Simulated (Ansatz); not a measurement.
# Lattice dynamics of Ra (Im-3m, 1 atom in the cell)

Aim: the vibrations of Ra (Im-3m, 1 atom in the cell), their spectra, and whether the structure is stable.

Method: DFT PBEsol, scalar-relativistic, plane waves, PAW, in Ansatz 0.2.0.

## Step 1: Set-up

It takes space group Im-3m (No. 229, cubic). The conventional cell has a = 5.148 Å, b = 5.148 Å, c = 5.148 Å, α = 90.00°, β = 90.00°, γ = 90.00°. Nearest to Ra lie 8 Ra at 4.46 Å.

## Step 2: Bringing the structure to rest

The volume is held at the value of the starting cell, and symmetry leaves nothing else free, so this is a single point.

input.yaml reads:

```yaml
crystal:
  lattice:
    - [-2.574, 2.574, 2.574]
    - [2.574, -2.574, 2.574]
    - [2.574, 2.574, -2.574]
  atoms:
    - { symbol: Ra, position: [0.0, 0.0, 0.0] }
kpoints:
  mp_grid: { grid: [12, 12, 12] }
hamiltonian:
  xc: pbesol
scf:
  occupations: { method: gaussian, width: 0.1 }
output:
  forces: true
  stress: true
  eigenvalues: true
  write_density: true
  write_potential: true
  elf: true
  volumetric_format: npy
```

Started as:

```bash
$ ansatz run input.yaml --threads 8 --pin off --max-ram 14336MiB --backend cpu --events-out ev --progress --plain --runs-dir out
```

Numbers of over 12 decimals in the logs are rounded to 6 here.

The program printed:

```text
Engine: ansatz 0.2.0, x86_64-unknown-linux-gnu
Pseudopotentials: kind: paw
Pseudopotential: Ra, paw, valence charge 20, recommended cutoff 540 eV (normal), Ra.paw.azcp
Functional definition: PBEsol
  exchange = pbesol_x
  correlation = pbesol_c
Crystal: 1 atoms, lattice volume = 68.216 Å³
Basis set: ecut = 540 eV, 1961 PW (Γ), exchange–correlation on 80×80×80 points (8 copies of the dense FFT grid, shifted against one another)
Bands: 14, of which v1, the nominal top of the filled ones, is band 10 counted from 1 (9 counted from 0)
Symmetry: 48 space group operations
Space group: Im-3m (ITA 229), of the structure as read, at distance tolerance 4.1e-5 Å
k-points: 72 of 1728
Non-local potential: Ra, projectors of the file, l = 0: 3, l = 1: 3, l = 2: 3, l = 3: 3
PAW form: soft (Blöchl's): semilocal exchange-correlation on the pseudo side does not see the compensation charge
PAW frozen core: Ra, regenerated for the run's functional, and the local potential with it (the file was generated under x = pbe(κ = 0.804, μ = 0.219515), c = pbe(β = 0.066725))
PAW one-centre angular grid: Ra, 590 points (default); XC on 64 Gauss nodes
Initial density: superposition of atomic densities (chi_scale 0.1, normalization cell)
Initial wavefunctions: pseudopotential atomic-orbital guess
Functional: x = pbesol(κ = 0.804, μ = 0.123457), c = pbesol(β = 0.046)
SCF iter   1: F=—  HF=-15185.397442 eV  |F-HF|=—  |Δ(HF+E_count)|=         —  Δρ=4.78e-3  dr2=2.34e-2  ethr=3.10e-3  ⟨swp⟩=6.4  Hψ=6749  notcnv=0
preconditioner: auto → Kerker (q_TF=auto, 2.224 Å⁻¹)  [metal: Δε(μ)=0.049 eV  Ē_g=3.133 eV  σ=0.100 eV  W_gap=0.27  n_scr=12 (ndim 8)  ℏωp=6.4 eV  f_vac=0.000  D(μ)=1.17/eV (n_scr^D=12)]
SCF iter   2: F=—  HF=-15185.393285 eV  |F-HF|=—  |Δ(HF+E_count)|=   4.16e-3  Δρ=2.76e-3  dr2=9.43e-3  ethr=1.17e-4  ⟨swp⟩=1.7  Hψ=1671  notcnv=0  defer=1
SCF iter   3: F=—  HF=-15185.391193 eV  |F-HF|=—  |Δ(HF+E_count)|=   2.09e-3  Δρ=7.56e-4  dr2=7.37e-4  ethr=4.72e-5  ⟨swp⟩=2.1  Hψ=1577  notcnv=0  defer=1
SCF iter   4: F=—  HF=-15185.391130 eV  |F-HF|=—  |Δ(HF+E_count)|=   6.35e-5  Δρ=1.79e-4  dr2=1.82e-5  ethr=3.68e-6  ⟨swp⟩=2.0  Hψ=1302  notcnv=0  defer=1
SCF iter   5: F=—  HF=-15185.391133 eV  |F-HF|=—  |Δ(HF+E_count)|=   3.24e-6  Δρ=2.07e-5  dr2=2.50e-7  ethr=9.09e-8  ⟨swp⟩=1.1  Hψ=1078  notcnv=0  defer=1
SCF iter   6: F=-15185.391133 eV  HF=-15185.391133 eV  |F-HF|=9.82e-9  |Δ(HF+E_count)|=   1.67e-7  Δρ=4.70e-6  dr2=1.13e-8  ethr=5.00e-10  ⟨swp⟩=11.7  Hψ=8674  notcnv=0
SCF 1 converged in 6 iterations: F = -15185.391133 eV  dr2 = 1.13e-8
  greatest PAW one-centre occupation: 0.994 electrons in one spin orbital (limit 2), on the Ra atom at site 0 (counted from 0), in its partial waves of l = 2
SCF converged after 6 iterations
Free energy (F): -15185.391133 eV
Harris-Foulkes:  -15185.391133 eV  (|F-HF|=9.82e-9)
Internal energy: -15185.385240 eV  (E = F + TS)
E sigma→0 (E₀):  -15185.388186 eV
Entropy (-TS):   -0.005893 eV (-5.893 meV/atom)
Fermi energy:    7.446297 eV
--- Per-component energies (eV) ---
  E_band       = -638.228137
  E_kinetic    = 323.330535
  E_local      = -3384.242716  (includes V_loc(G=0)·N_el)
  E_nonlocal   = 488.365868
  E_hartree    = 1275.044323
  E_xc         = -592.389390
  E_vxc        = -193.577216  (∫ρ·V_xc dr)
  E_paw        = -11259.828279  (= ΣΔE_a)
  E_vpaw       = -422.192450  (= ΣTr[D̂ρ^β])
  E_aug_tail   = 0.000878  (compensation charges beyond the density's cutoff)
  E_ewald      = -2035.884673
  E_core_change = 0.218214  (= ΣΔE_core)
  E_smearing   = -0.005893  (= −TS)
  E_closure    = 0.000000  (closes the sum)
  Σ components = -15185.391133   (vs F -15185.391133, Δ=0.00e0)
--- Forces (eV/Å), atoms counted from 1 ---
  atom   1  Ra    -0.00000000     0.00000000    -0.00000000
  max |Σ_I F_I| component: 9.86e-31 eV/Å
--- Stress (GPa, compression-positive) ---
       -0.373474       0.000000       0.000000
        0.000000      -0.373474       0.000000
        0.000000      -0.000000      -0.373474
  P = ⅓ Tr σ = -0.3735 GPa (-3.735 kbar)
--- Band table (eV; the first three rows and the last of 72) ---
  k-point 0: bands = [... 6 lower, -4.8396, -4.8396, -4.8396, 4.2622, 9.5511, 9.5511, 9.5511, 11.0998]
  k-point 1: bands = [... 6 lower, -4.8854, -4.8532, -4.8400, 4.4092, 9.4067, 9.4507, 9.6842, 10.7770]
  k-point 2: bands = [... 6 lower, -5.0062, -4.8898, -4.8409, 4.8178, 9.0904, 9.0970, 10.0763, 10.6175]
  k-point 71: bands = [... 6 lower, -5.2600, -5.2600, -5.2600, 6.9544, 6.9544, 11.4356, 11.4356, 11.4356]
```

It took 0.49 s on 8 threads of AMD EPYC 9R45, shared host; peak memory 0.61 GiB; 2.8 s of CPU time.

In the SCF lines HF is the Harris–Foulkes energy and dr2 the Hartree energy of the density residual, in eV; the loop may stop once dr2 is under the threshold and the program's other checks hold. Hψ counts applications of the Hamiltonian.

Numbers from this step:

```
pressure          : -0.3735 GPa
volume per atom   : 68.22 Å³
gap on the k-mesh : 0 eV
```

Valence density in the ac plane of the conventional cell at fractional y = 0.000, with atoms of Ra within 0.2 Å of it. It is the smooth field of the valence electrons, not physical close to the nuclei.

Ten steps, logarithmic in the rise over the least value, from '0' (0 e/Å³) to '9' (17 e/Å³), each cell a mean:
```
87420000001368
75310000001246
43200000000123
11000000000011
00000000000000
00000000000000
00000000000000
00000000000000
00000000000000
00000000000000
22100000000012
54210000000234
86420000001357
98520000001478
```
Columns run along a (5.1 Å), rows up along c (5.1 Å), edges of the conventional cell, whose origin can differ from the input's. Atoms in or near the plane, at fractional coordinates: Ra at (0.00, 0.00).

Electrostatic potential energy in the ac plane of the conventional cell at fractional y = 0.000, with atoms of Ra within 0.2 Å of it. With pseudopotentials it is smooth inside the atoms' cores, unlike the true potential.

Ten even steps from '_' (-89 eV) to '@' (10 eV), each cell a mean:
```
##__++%%@@@@@@@@@@@@@@##__==
__--##@@@@@@@@@@@@@@@@%%++__
####%%@@@@@@@@@@@@@@@@@@%%##
@@@@@@@@@@@@@@@@@@@@@@@@@@@@
@@@@@@@@@@@@@@@@@@@@@@@@@@@@
@@@@@@@@@@@@@@@@@@@@@@@@@@@@
@@@@@@@@@@@@@@@@@@@@@@@@@@@@
@@@@@@@@@@@@@@@@@@@@@@@@@@@@
@@@@@@@@@@@@@@@@@@@@@@@@@@@@
@@@@@@@@@@@@@@@@@@@@@@@@@@@@
%%%%@@@@@@@@@@@@@@@@@@@@@@%%
==**%%@@@@@@@@@@@@@@@@%%##++
..__**%%@@@@@@@@@@@@@@##--__
@@..==%%@@@@@@@@@@@@@@##__##
```
Columns run along a (5.1 Å; values clipped at the 3rd and 97th percentile), rows up along c (5.1 Å), edges of the conventional cell, whose origin can differ from the input's. Atoms in or near the plane, at fractional coordinates: Ra at (0.00, 0.00).

ELF in the ac plane of the conventional cell at fractional y = 0.000, with atoms of Ra within 0.2 Å of it. It is the smooth field of the valence electrons, not physical close to the nuclei.

Ten even steps from '_' (0.02) to '@' (0.68), each cell a mean:
```
__==@@%%--::====--::**@@##..
**%%@@**::::==++--::==@@@@##
@@@@##--..--++++--::::++@@@@
**++--..::--++++==::..::==**
::::::::--==++++++==::::::::
::----==++++++++++++==------
==++++++++++++++++++++++++==
======++++++++++++++++++====
::::::--==++++++++==----::::
--::::..--==++++++--::..::--
%%##++::..--++++==::..--**%%
@@@@@@++::::==++--::--##@@@@
--##@@##::::==++--::++@@%%==
__--@@%%--::====::::**@@**__
```
Columns run along a (5.1 Å), rows up along c (5.1 Å), edges of the conventional cell, whose origin can differ from the input's. Atoms in or near the plane, at fractional coordinates: Ra at (0.00, 0.00).

## Step 3: Relaxing to small forces for the phonons

Symmetry and the fixed volume leave nothing to relax, so a single point is run on the k mesh and occupations of the first response run.

input.yaml: that of step 2 with these lines changed.

```diff
@@ -12,3 +12,3 @@
 scf:
-  occupations: { method: gaussian, width: 0.1 }
+  occupations: { method: methfessel_paxton, width: 0.2 }
 output:
```

The program printed:

```text
[...]
Crystal: 1 atoms, lattice volume = 68.216 Å³
Basis set: ecut = 540 eV, 1961 PW (Γ), exchange–correlation on 80×80×80 points (8 copies of the dense FFT grid, shifted against one another)
Bands: 14, of which v1, the nominal top of the filled ones, is band 10 counted from 1 (9 counted from 0)
Symmetry: 48 space group operations
[...]
k-points: 72 of 1728
[...]
--- Band table (eV; the first three rows and the last of 72) ---
  k-point 0: bands = [... 6 lower, -4.8399, -4.8399, -4.8399, 4.2622, 9.5511, 9.5511, 9.5511, 11.0997]
  k-point 1: bands = [... 6 lower, -4.8856, -4.8534, -4.8402, 4.4092, 9.4067, 9.4507, 9.6842, 10.7769]
  k-point 2: bands = [... 6 lower, -5.0064, -4.8900, -4.8412, 4.8178, 9.0904, 9.0970, 10.0762, 10.6175]
  k-point 71: bands = [... 6 lower, -5.2602, -5.2602, -5.2602, 6.9544, 6.9544, 11.4356, 11.4356, 11.4356]
[key lines of the parts left out:]
SCF converged after 6 iterations
Free energy (F): -15185.388457 eV
Fermi energy:    7.442126 eV
P = ⅓ Tr σ = -0.3821 GPa (-3.821 kbar)
```

The job ended after 0.49 s (8 threads; peak memory 0.61 GiB; 2.7 s of CPU time).

Numbers from this step:

```
pressure : -0.3821 GPa
```

Valence density in the ac plane of the conventional cell at fractional y = 0.000, with atoms of Ra within 0.2 Å of it. It is the smooth field of the valence electrons, not physical close to the nuclei.

Ten steps, logarithmic in the rise over the least value, from '0' (0 e/Å³) to '9' (17 e/Å³), each cell a mean:
```
87420000001368
75310000001246
43200000000123
11000000000011
00000000000000
00000000000000
00000000000000
00000000000000
00000000000000
00000000000000
22100000000012
54210000000234
86420000001357
98520000001478
```
Columns run along a (5.1 Å), rows up along c (5.1 Å), edges of the conventional cell, whose origin can differ from the input's. Atoms in or near the plane, at fractional coordinates: Ra at (0.00, 0.00).

ELF in the ac plane of the conventional cell at fractional y = 0.000, with atoms of Ra within 0.2 Å of it. It is the smooth field of the valence electrons, not physical close to the nuclei.

Ten even steps from '_' (0.02) to '@' (0.68), each cell a mean:
```
__==@@%%--::==++--::**@@##..
**%%@@**::::==++--::==@@@@##
@@@@##--..--++++--::::++@@@@
**++--..::--++++==::..::==**
::::::::--==++++++==::::::::
::----==++++++++++++==------
==++++++++++++++++++++++++++
======++++++++++++++++++====
::::::--==++++++++==----::::
--::::..--==++++++--::..::--
%%##++::..--++++==::..--**%%
@@@@@@++::::==++--::--##@@@@
--##@@##::::==++--::++@@%%==
__--@@%%--::====::::**@@**__
```
Columns run along a (5.1 Å), rows up along c (5.1 Å), edges of the conventional cell, whose origin can differ from the input's. Atoms in or near the plane, at fractional coordinates: Ra at (0.00, 0.00).

Electrostatic potential energy in the ac plane of the conventional cell at fractional y = 0.000, with atoms of Ra within 0.2 Å of it. With pseudopotentials it is smooth inside the atoms' cores, unlike the true potential.

Ten even steps from '0' (-89 eV) to '9' (10 eV), each cell a mean:
```
70589999999704
03799999999850
77899999999987
99999999999999
99999999999999
99999999999999
99999999999999
99999999999999
99999999999999
99999999999999
88999999999998
46899999999875
10689999999730
91489999999707
```
Columns run along a (5.1 Å; values clipped at the 3rd and 97th percentile), rows up along c (5.1 Å), edges of the conventional cell, whose origin can differ from the input's. Atoms in or near the plane, at fractional coordinates: Ra at (0.00, 0.00).

The forces vanish by symmetry. The volume is held at 68.22 Å³/atom, so a pressure of -0.38 GPa remains at this level.

(Continued in part 2 of 2.)

[Logs are printed without paths, hosts, clocks, repeated set-up lines and the standing remarks that a program may print on its own settings, such as how far it seeks lower states.]

[Hosts, paths, dates, database ids (printed as entryN), source tags and the programs' standing remarks are cut or masked in the printed files.]
